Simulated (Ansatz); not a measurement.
# Y on Pd(111): change of the work function

Aim: the work function of Pd(111) at several coverages of Y (fcc site), and the dipole that each adsorbate carries.

Program: Ansatz 0.2.0. Level of theory: plane-wave DFT, PBE, Ansatz PAW. Values are calculated unless marked as measured.

## 1. The structure

The cell holds 4 atoms: 4 Pd. Cell: a = 2.751 Å, b = 2.751 Å, c = 24.738 Å, α = 90.0°, β = 90.0°, γ = 60.0°. Vacuum lies along c.

## 2. The clean slab

The bare slab comes first, as the zero from which every change is counted. The two lowest layers are held at bulk places and the upper ones relax. The dipole correction removes the false field that a one-sided slab makes across the periodic vacuum, so each face gets a flat vacuum level of its own.

The input, input.yaml:

```yaml
crystal:
  lattice:
    - [2.7506453788, 0.0, 0.0]
    - [1.3753226894, 2.3821287749, 0.0]
    - [0.0, 0.0, 24.7376776414]
  atoms:
    - { symbol: Pd, position: [0.0, 0.0, 0.3638174986] }
    - { symbol: Pd, position: [0.3333333333, 0.3333333333, 0.4546058329] }
    - { symbol: Pd, position: [0.6666666667, 0.6666666667, 0.5453941671] }
    - { symbol: Pd, position: [0.0, 0.0, 0.6361825014] }
kpoints:
  mp_grid: { grid: [12, 12, 1] }
hamiltonian:
  xc: pbe
scf:
  occupations: { method: fermi_dirac, width: 0.1 }
  convergence: { dr2_threshold: 1.0e-08 }
efield:
  axis: 3
  dipole_correction: true
  ramp_position: 0.97
  ramp_width: 0.06
relax:
  f_tol: 0.02
  max_steps: 60
  constraints: [{ sites: [0, 1] }]
output:
  write_potential: true
  write_density: true
  volumetric_format: npy
```

Run with:

```bash
$ ansatz run input.yaml --threads 4 --pin off --max-ram 16384MiB --backend cpu --events-out ev --progress --plain --runs-dir out
```

What it wrote:

```text
Engine: ansatz 0.2.0, aarch64-unknown-linux-gnu
Pseudopotentials: kind: paw
Pseudopotential: Pd, paw, valence charge 18, recommended cutoff 420 eV (normal), Pd.paw.azcp
Functional definition: PBE
  parameter kappa = 0.804
  parameter beta = 0.066725
  exchange = pbe_x(kappa = kappa, mu = beta*pi^2/3)
  correlation = pbe_c(beta = beta)
Crystal: 4 atoms, lattice volume = 162.091 Å³
Basis set: ecut = 420 eV, 3173 PW (Γ), exchange–correlation on 40×40×360 points (8 copies of the dense FFT grid, shifted against one another)
Bands: 44, of which v1, the nominal top of the filled ones, is band 36 counted from 1 (35 counted from 0)
Symmetry: 6 space group operations
k-points: 19 of 144 (time reversal used)
Non-local potential: Pd, projectors of the file, l = 0: 2, l = 1: 2, l = 2: 2, l = 3: 1
PAW form: soft (Blöchl's): semilocal exchange-correlation on the pseudo side does not see the compensation charge
PAW one-centre angular grid: Pd, 590 points (default); XC on 64 Gauss nodes
Initial density: superposition of atomic densities (neutral atoms: chi_scale 0, normalization atom), corrected by the library's trained network
Initial wavefunctions: pseudopotential atomic-orbital guess
Functional: x = pbe(κ = 0.804, μ = 0.219515), c = pbe(β = 0.066725)
SCF iter   1: F=—  HF=-27890.455168 eV  |F-HF|=—  |Δ(HF+E_count)|=         —  Δρ=1.07e-2  dr2=1.28e0  ethr=1.77e-3  p=0.000 e·Å  D=6.33e-14 V/Å  ΔV_dip=-0.00 eV  dr2_dipole=3.98e-8  V_vac-E_F(+/−)=4.91/4.91 eV  ⟨swp⟩=8.8  Hψ=3801  notcnv=0  defer=5
efield: sawtooth ramp at fractional position 0.9700 (set: `efield.ramp_position`, or a place that a band, a saddle search or an elastic batch's reference lends), width 0.0600; the density the first Hamiltonian is built on has a dipole p = 0.000 e·Å; the dipole correction subtracts the counter field D = 6.33e-14 V/Å, which shifts the + side's vacuum level by -0.00 eV against the − side's; the planar-averaged density in the ramp window peaks in size at 1.0e-5 e/Å³
preconditioner: auto → LDOS  [metal: Δε(μ)=0.013 eV  Ē_g=7.392 eV  σ=0.100 eV  W_gap=0.03  n_scr=18 (ndim 8)  ℏωp=18.4 eV  f_vac=0.591  D(μ)=8.60/eV (n_scr^D=102)  β→1.0]
SCF iter   2: F=—  HF=-27890.433595 eV  |F-HF|=—  |Δ(HF+E_count)|=   2.16e-2  Δρ=7.31e-3  dr2=1.75e-1  ethr=1.77e-3  p=0.000 e·Å  D=1.46e-6 V/Å  ΔV_dip=-0.00 eV  dr2_dipole=8.38e-8  V_vac-E_F(+/−)=5.24/5.24 eV  ⟨swp⟩=2.3  Hψ=1056  notcnv=0  defer=19
SCF iter   3: F=—  HF=-27890.425870 eV  |F-HF|=—  |Δ(HF+E_count)|=   7.72e-3  Δρ=2.98e-3  dr2=1.13e-1  ethr=2.44e-4  p=-0.000 e·Å  D=-3.11e-6 V/Å  ΔV_dip=0.00 eV  dr2_dipole=6.94e-8  V_vac-E_F(+/−)=5.17/5.17 eV  ⟨swp⟩=2.2  Hψ=1106  notcnv=0  defer=23
SCF iter   4: F=—  HF=-27890.422740 eV  |F-HF|=—  |Δ(HF+E_count)|=   3.13e-3  Δρ=6.69e-4  dr2=1.33e-3  ethr=1.57e-4  p=-0.000 e·Å  D=-9.09e-6 V/Å  ΔV_dip=0.00 eV  dr2_dipole=1.18e-8  V_vac-E_F(+/−)=5.25/5.25 eV  ⟨swp⟩=1.6  Hψ=832  notcnv=0  defer=23
SCF iter   5: F=—  HF=-27890.423181 eV  |F-HF|=—  |Δ(HF+E_count)|=   4.40e-4  Δρ=1.74e-4  dr2=5.12e-5  ethr=1.85e-6  p=-0.000 e·Å  D=-1.19e-6 V/Å  ΔV_dip=0.00 eV  dr2_dipole=2.19e-10  V_vac-E_F(+/−)=5.25/5.25 eV  ⟨swp⟩=2.1  Hψ=1258  notcnv=0  defer=23
SCF iter   6: F=—  HF=-27890.423228 eV  |F-HF|=—  |Δ(HF+E_count)|=   4.68e-5  Δρ=4.92e-5  dr2=8.06e-6  ethr=7.11e-8  p=-0.000 e·Å  D=-9.58e-7 V/Å  ΔV_dip=0.00 eV  dr2_dipole=4.40e-11  V_vac-E_F(+/−)=5.24/5.24 eV  ⟨swp⟩=2.4  Hψ=1396  notcnv=0  defer=23
SCF iter   7: F=—  HF=-27890.423234 eV  |F-HF|=—  |Δ(HF+E_count)|=   6.22e-6  Δρ=1.81e-5  dr2=4.03e-7  ethr=1.12e-8  p=-0.000 e·Å  D=-6.40e-7 V/Å  ΔV_dip=0.00 eV  dr2_dipole=5.42e-12  V_vac-E_F(+/−)=5.24/5.24 eV  ⟨swp⟩=3.2  Hψ=1490  notcnv=0  defer=20
SCF iter   8: F=—  HF=-27890.423235 eV  |F-HF|=—  |Δ(HF+E_count)|=   1.67e-6  Δρ=6.07e-6  dr2=5.45e-8  ethr=5.59e-10  p=-0.000 e·Å  D=-2.91e-7 V/Å  ΔV_dip=0.00 eV  dr2_dipole=1.87e-13  V_vac-E_F(+/−)=5.24/5.24 eV  ⟨swp⟩=2.6  Hψ=1481  notcnv=0  defer=20
SCF iter   9: F=-27890.423236 eV  HF=-27890.423236 eV  |F-HF|=1.11e-8  |Δ(HF+E_count)|=   2.60e-7  Δρ=1.39e-6  dr2=5.22e-9  ethr=1.39e-11  p=-0.000 e·Å  D=-1.16e-7 V/Å  ΔV_dip=0.00 eV  dr2_dipole=3.34e-13  V_vac-E_F(+/−)=5.24/5.24 eV  ⟨swp⟩=9.9  Hψ=5842  notcnv=0
SCF 1 converged in 9 iterations: F = -27890.423236 eV  dr2 = 5.22e-9
  greatest PAW one-centre occupation: 0.999 electrons in one spin orbital (limit 2), on the Pd atom at site 3 (counted from 0), in its partial waves of l = 0
relax step   1: F+E_penalty+E_count = -27890.42323570 eV  Δ(F+E_penalty+E_count) = +0.000e0 eV  max|allowed force component| = 3.166e-1 eV/Å  Δτ_max = 0.0000 Å  (9 SCF iters, accepted)
Initial density: handed on by an earlier stage of this run
Initial wavefunctions: those handed on with the density
iter 1 solved again at ethr=2.12e-4 eV; its pass at ethr=3.10e-3 eV (dr2=1.53e-1 eV) is discarded
SCF iter   1: F=—  HF=-27890.473022 eV  |F-HF|=—  |Δ(HF+E_count)|=         —  Δρ=1.03e-2  dr2=1.69e-1  ethr=2.12e-4  p=-0.000 e·Å  D=-1.13e-6 V/Å  ΔV_dip=0.00 eV  dr2_dipole=2.24e-3  V_vac-E_F(+/−)=5.27/5.27 eV  ⟨swp⟩=1.9  Hψ=3276  notcnv=0  defer=23
efield: sawtooth ramp at fractional position 0.9700 (set: `efield.ramp_position`, or a place that a band, a saddle search or an elastic batch's reference lends), width 0.0600; the density the first Hamiltonian is built on has a dipole p = -0.000 e·Å; the dipole correction subtracts the counter field D = -1.13e-6 V/Å, which shifts the + side's vacuum level by +0.00 eV against the − side's; the planar-averaged density in the ramp window peaks in size at 5.9e-6 e/Å³
preconditioner: auto → LDOS  [metal: Δε(μ)=0.027 eV  Ē_g=7.480 eV  σ=0.100 eV  W_gap=0.07  n_scr=18 (ndim 8)  ℏωp=18.4 eV  f_vac=0.586  D(μ)=8.63/eV (n_scr^D=102)  β→1.0]
SCF iter   2: F=—  HF=-27890.485262 eV  |F-HF|=—  |Δ(HF+E_count)|=   1.22e-2  Δρ=8.04e-3  dr2=2.31e-1  ethr=2.12e-4  p=0.009 e·Å  D=1.02e-2 V/Å  ΔV_dip=-0.25 eV  dr2_dipole=2.06e-2  V_vac-E_F(+/−)=5.00/5.25 eV  ⟨swp⟩=3.1  Hψ=1628  notcnv=0  defer=23
SCF iter   3: F=—  HF=-27890.436933 eV  |F-HF|=—  |Δ(HF+E_count)|=   4.83e-2  Δρ=1.43e-3  dr2=7.38e-3  ethr=2.12e-4  p=-0.000 e·Å  D=-2.15e-5 V/Å  ΔV_dip=0.00 eV  dr2_dipole=1.42e-3  V_vac-E_F(+/−)=5.26/5.25 eV  ⟨swp⟩=2.2  Hψ=1432  notcnv=0  defer=23
SCF iter   4: F=—  HF=-27890.436372 eV  |F-HF|=—  |Δ(HF+E_count)|=   5.61e-4  Δρ=7.26e-4  dr2=1.35e-3  ethr=1.03e-5  p=-0.000 e·Å  D=-2.56e-4 V/Å  ΔV_dip=0.01 eV  dr2_dipole=1.69e-4  V_vac-E_F(+/−)=5.26/5.25 eV  ⟨swp⟩=2.6  Hψ=1517  notcnv=0  defer=23
[...]
SCF iter   9: F=—  HF=-27890.436094 eV  |F-HF|=—  |Δ(HF+E_count)|=   2.66e-6  Δρ=6.84e-6  dr2=2.04e-7  ethr=3.68e-9  p=-0.001 e·Å  D=-1.18e-3 V/Å  ΔV_dip=0.03 eV  dr2_dipole=1.76e-9  V_vac-E_F(+/−)=5.28/5.25 eV  ⟨swp⟩=1.6  Hψ=936  notcnv=0  defer=23
SCF iter  10: F=—  HF=-27890.436094 eV  |F-HF|=—  |Δ(HF+E_count)|=   1.41e-7  Δρ=2.35e-6  dr2=2.46e-8  ethr=2.84e-10  p=-0.001 e·Å  D=-1.18e-3 V/Å  ΔV_dip=0.03 eV  dr2_dipole=5.37e-10  V_vac-E_F(+/−)=5.28/5.25 eV  ⟨swp⟩=1.9  Hψ=1002  notcnv=0  defer=23
SCF iter  11: F=-27890.436094 eV  HF=-27890.436094 eV  |F-HF|=3.74e-9  |Δ(HF+E_count)|=   2.10e-8  Δρ=9.18e-7  dr2=4.35e-9  ethr=1.39e-11  p=-0.001 e·Å  D=-1.17e-3 V/Å  ΔV_dip=0.03 eV  dr2_dipole=3.31e-12  V_vac-E_F(+/−)=5.28/5.25 eV  ⟨swp⟩=9.2  Hψ=5443  notcnv=0
SCF 2 converged in 11 iterations: F = -27890.436094 eV  dr2 = 4.35e-9
  greatest PAW one-centre occupation: 0.999 electrons in one spin orbital (limit 2), on the Pd atom at site 0 (counted from 0), in its partial waves of l = 0
relax step   2: F+E_penalty+E_count = -27890.43609399 eV  Δ(F+E_penalty+E_count) = -1.286e-2 eV  max|allowed force component| = 1.195e-1 eV/Å  Δτ_max = 0.1491 Å  (11 SCF iters, accepted)
SCF iter   1: F=—  HF=-27890.441869 eV  |F-HF|=—  |Δ(HF+E_count)|=         —  Δρ=3.46e-3  dr2=5.32e-2  ethr=1.86e-4  p=-0.001 e·Å  D=-1.17e-3 V/Å  ΔV_dip=0.03 eV  dr2_dipole=1.25e-2  V_vac-E_F(+/−)=5.27/5.24 eV  ⟨swp⟩=3.7  Hψ=1882  notcnv=0  defer=23
efield: sawtooth ramp at fractional position 0.9700 (set: `efield.ramp_position`, or a place that a band, a saddle search or an elastic batch's reference lends), width 0.0600; the density the first Hamiltonian is built on has a dipole p = -0.001 e·Å; the dipole correction subtracts the counter field D = -1.17e-3 V/Å, which shifts the + side's vacuum level by +0.03 eV against the − side's; the planar-averaged density in the ramp window peaks in size at 4.1e-6 e/Å³
preconditioner: auto → LDOS  [metal: Δε(μ)=0.005 eV  Ē_g=7.445 eV  σ=0.100 eV  W_gap=0.01  n_scr=18 (ndim 8)  ℏωp=18.4 eV  f_vac=0.586  D(μ)=8.75/eV (n_scr^D=102)  β→1.0]
SCF iter   2: F=—  HF=-27890.442579 eV  |F-HF|=—  |Δ(HF+E_count)|=   7.10e-4  Δρ=2.46e-3  dr2=2.49e-2  ethr=7.39e-5  p=-0.004 e·Å  D=-4.16e-3 V/Å  ΔV_dip=0.10 eV  dr2_dipole=3.71e-3  V_vac-E_F(+/−)=5.35/5.25 eV  ⟨swp⟩=2.0  Hψ=1476  notcnv=0  defer=23
SCF iter   3: F=—  HF=-27890.438253 eV  |F-HF|=—  |Δ(HF+E_count)|=   4.33e-3  Δρ=5.40e-4  dr2=2.62e-3  ethr=3.45e-5  p=-0.001 e·Å  D=-7.90e-4 V/Å  ΔV_dip=0.02 eV  dr2_dipole=6.99e-4  V_vac-E_F(+/−)=5.27/5.25 eV  ⟨swp⟩=2.0  Hψ=1237  notcnv=0  defer=23
SCF iter   4: F=—  HF=-27890.438155 eV  |F-HF|=—  |Δ(HF+E_count)|=   9.79e-5  Δρ=2.67e-4  dr2=2.39e-4  ethr=3.65e-6  p=-0.001 e·Å  D=-8.37e-4 V/Å  ΔV_dip=0.02 eV  dr2_dipole=2.30e-5  V_vac-E_F(+/−)=5.27/5.25 eV  ⟨swp⟩=2.1  Hψ=1201  notcnv=0  defer=23
SCF iter   5: F=—  HF=-27890.438115 eV  |F-HF|=—  |Δ(HF+E_count)|=   3.95e-5  Δρ=6.91e-5  dr2=2.80e-5  ethr=3.32e-7  p=-0.001 e·Å  D=-7.61e-4 V/Å  ΔV_dip=0.02 eV  dr2_dipole=4.25e-6  V_vac-E_F(+/−)=5.27/5.25 eV  ⟨swp⟩=2.0  Hψ=1164  notcnv=0  defer=23
SCF iter   6: F=—  HF=-27890.438110 eV  |F-HF|=—  |Δ(HF+E_count)|=   5.40e-6  Δρ=3.89e-5  dr2=5.55e-6  ethr=3.89e-8  p=-0.001 e·Å  D=-7.43e-4 V/Å  ΔV_dip=0.02 eV  dr2_dipole=8.72e-8  V_vac-E_F(+/−)=5.27/5.25 eV  ⟨swp⟩=2.1  Hψ=1071  notcnv=0  defer=23
SCF iter   7: F=—  HF=-27890.438111 eV  |F-HF|=—  |Δ(HF+E_count)|=   7.73e-7  Δρ=2.04e-5  dr2=2.13e-6  ethr=7.71e-9  p=-0.001 e·Å  D=-7.64e-4 V/Å  ΔV_dip=0.02 eV  dr2_dipole=4.51e-11  V_vac-E_F(+/−)=5.27/5.25 eV  ⟨swp⟩=1.5  Hψ=905  notcnv=0  defer=23
SCF iter   8: F=—  HF=-27890.438111 eV  |F-HF|=—  |Δ(HF+E_count)|=   1.24e-7  Δρ=8.84e-6  dr2=3.85e-7  ethr=2.96e-9  p=-0.001 e·Å  D=-7.82e-4 V/Å  ΔV_dip=0.02 eV  dr2_dipole=1.60e-10  V_vac-E_F(+/−)=5.27/5.25 eV  ⟨swp⟩=1.6  Hψ=876  notcnv=0  defer=23
SCF iter   9: F=—  HF=-27890.438111 eV  |F-HF|=—  |Δ(HF+E_count)|=   1.19e-7  Δρ=2.87e-6  dr2=3.19e-8  ethr=5.34e-10  p=-0.001 e·Å  D=-7.82e-4 V/Å  ΔV_dip=0.02 eV  dr2_dipole=8.38e-11  V_vac-E_F(+/−)=5.27/5.25 eV  ⟨swp⟩=1.4  Hψ=891  notcnv=0  defer=23
SCF iter  10: F=-27890.438111 eV  HF=-27890.438111 eV  |F-HF|=9.16e-9  |Δ(HF+E_count)|=   6.29e-8  Δρ=1.13e-6  dr2=4.89e-9  ethr=1.39e-11  p=-0.001 e·Å  D=-7.77e-4 V/Å  ΔV_dip=0.02 eV  dr2_dipole=2.98e-11  V_vac-E_F(+/−)=5.27/5.25 eV  ⟨swp⟩=9.2  Hψ=5458  notcnv=0
SCF 3 converged in 10 iterations: F = -27890.438111 eV  dr2 = 4.89e-9
relax step   3: F+E_penalty+E_count = -27890.43811104 eV  Δ(F+E_penalty+E_count) = -2.017e-3 eV  max|allowed force component| = 1.002e-2 eV/Å  Δτ_max = 0.0431 Å  (10 SCF iters, accepted)
NSCF: frozen V_eff on 19 k-points
the band table was solved once a step of the walk had ended and its energy, with any forces and stress, was formed, with the checks that follow a solve (4649 applications of the Hamiltonian). They found nothing against the state; the energy, forces and stress were not computed again (output.eigenvalues in the input reference)
WARN: The input density's exchange-correlation potential varies sharply where the density is thin. Do not read a vacuum level from v_tot or v_xc, or from such a field of the output density. On a cell that repeats whose density bears no net charge and no dipole along the vacuum's axis use v_es (v_loc + v_h of the components); under efield.dipole_correction with no amplitude use v_es + v_field, which holds any external [...]
SCF converged after 10 iterations
Free energy (F): -27890.438111 eV
Harris-Foulkes:  -27890.438111 eV  (|F-HF|=9.16e-9)
Internal energy: -27890.160758 eV  (E = F + TS)
E sigma→0 (E₀):  -27890.299434 eV
Entropy (-TS):   -0.277353 eV (-69.338 meV/atom)
Fermi energy:    3.865219 eV
Dipole field:    D = -0.000785 V/Å  (p = -0.000703 e·Å, saw-weighted, corrected)
Work function:   Φ+ = 5.2682 eV   Φ− = 5.2488 eV
Levels:          The Fermi level and band energies are counted from a zero that moves with the ramp; work functions are not
--- Per-component energies (eV) ---
  E_band       = -1676.700702
  E_kinetic    = 2053.458325
  E_local      = -127765.330083  (includes V_loc(G=0)·N_el)
  E_nonlocal   = 869.748792
  E_hartree    = 62664.015493
  E_xc         = -672.789627
  E_vxc        = -843.766960  (∫ρ·V_xc dr)
  E_paw        = -15001.631603  (= ΣΔE_a)
  E_vpaw       = -1318.850886  (= ΣTr[D̂ρ^β])
  E_aug_tail   = 0.000881  (compensation charges beyond the density's cutoff)
  E_efield     = 0.000000  (sawtooth field / dipole correction)
  E_vefield    = 0.002178  (∫n·V_field dr)
  E_ewald      = 49962.367064
  E_smearing   = -0.277353  (= −TS)
  E_closure    = 0.000000  (closes the sum)
  Σ components = -27890.438111   (vs F -27890.438111, Δ=0.00e0)
--- Forces (eV/Å), atoms counted from 1 ---
  atom   1  Pd     0.00000000    -0.00000000    -0.31322261
  atom   2  Pd     0.00000000    -0.00000000     0.30972249
  atom   3  Pd     0.00000000     0.00000000    -0.00649871
  atom   4  Pd    -0.00000000     0.00000000     0.01001647
  max |Σ_I F_I| component: 1.76e-5 eV/Å
--- Band table (eV; the first three rows and the last of 19) ---
  k-point 0: bands = [... 32 lower, 2.6989, 2.9476, 2.9476, 3.4679, 3.4679, 3.7710, 3.7710, 4.2819, ... 4 higher]
  k-point 1: bands = [... 32 lower, 2.6192, 2.9508, 2.9602, 3.1225, 3.4642, 3.5262, 3.7785, 4.8762, ... 4 higher]
  k-point 2: bands = [... 32 lower, 2.5130, 2.5291, 2.9094, 2.9320, 3.4494, 3.7948, 4.0102, 5.8227, ... 4 higher]
  k-point 18: bands = [... 32 lower, 3.3435, 3.5770, 3.6104, 3.6222, 10.1875, 10.3728, 10.3815, 11.0947, ... 4 higher]
--- Relaxed structure (3 steps of the walk, 3 accepted, 0 SCFs on fresh bases) ---
  F+E_penalty+E_count = -27890.43811104 eV   max|allowed force component| = 1.002e-2 eV/Å
  atoms:
    - { symbol: Pd, position: [0.0, 0.0, 0.3638174986] }
    - { symbol: Pd, position: [0.333333, 0.333333, 0.454606] }
    - { symbol: Pd, position: [0.666667, 0.666667, 0.547339] }
    - { symbol: Pd, position: [0, 0, 0.640465] }
```

Run time: 9 s. Hardware: 4 threads of Arm Neoverse V2, shared host; peak memory 0.48 GiB; 34 s of CPU time.

The steps of the relaxation:

```csv
step,energy less that of the first step (eV),largest force component (eV/Å)
1,0.0000,0.3166
2,-0.0129,0.1195
3,-0.0149,0.0100
```

Forces are held to the 6 operations that the program found; a distortion that breaks them can't arise in this run.

The atoms that moved most (Å):

```csv
atom,dx,dy,dz,length
Pd4,0.000,0.000,0.106,0.106
Pd3,0.000,0.000,0.048,0.048
```

Final coordinates:

```xyz
4
Lattice="2.7506 0.0000 0.0000 1.3753 2.3821 0.0000 0.0000 0.0000 24.7377" Properties=species:S:1:pos:R:3
Pd    0.0000    0.0000    9.0000
Pd    1.3753    0.7940   11.2459
Pd    2.7506    1.5881   13.5399
Pd    0.0000    0.0000   15.8436
```

This step gave:

- energy at zero smearing: -27890.2994 eV
- work function, upper face: 5.268 eV
- dipole along the normal: -7.03e-4 e·Å

Running mean over 2.246 Å of the planar mean; the ramp of the sawtooth is left out. Electron's electrostatic potential energy less the Fermi level against z:

z (Å), electron's electrostatic potential energy less the Fermi level (eV) and a bar from the least value:
```
        4       5.25 ##############################
        5       5.25 ##############################
        6       5.19 ##############################
        7       4.40 ############################
        8      -3.11 ############
        9      -8.25 #
       10      -8.48 
       11      -8.56 
       12      -8.24 #
       13      -8.35 
       14      -8.28 #
       15      -7.94 #
       16      -8.01 #
       17      -1.45 ###############
       18       4.73 #############################
       19       5.23 ##############################
       20       5.27 ##############################
       21       5.27 ##############################
```

The relaxation took 3 steps and lowered the energy by 0.015 eV; the largest force on the free atoms ends at 0.010 eV/Å.

The work function of the upper face is 5.27 eV.

(Part 1 of 3 ends here.)

[Long decimals in the printed logs are rounded to 6 places.]

[Logs are printed without paths, hosts, clocks, repeated set-up lines and the standing remarks that a program may print on its own settings, such as how far it seeks lower states.]

[Hosts, paths, dates, database ids (printed as entryN), source tags and the programs' standing remarks are cut or masked in the printed files.]

[Maps of the electrostatic potential energy from Ansatz leave out the sawtooth potential of an applied field or a dipole correction, so their vacuum need not be flat; planar profiles and work functions include it.]
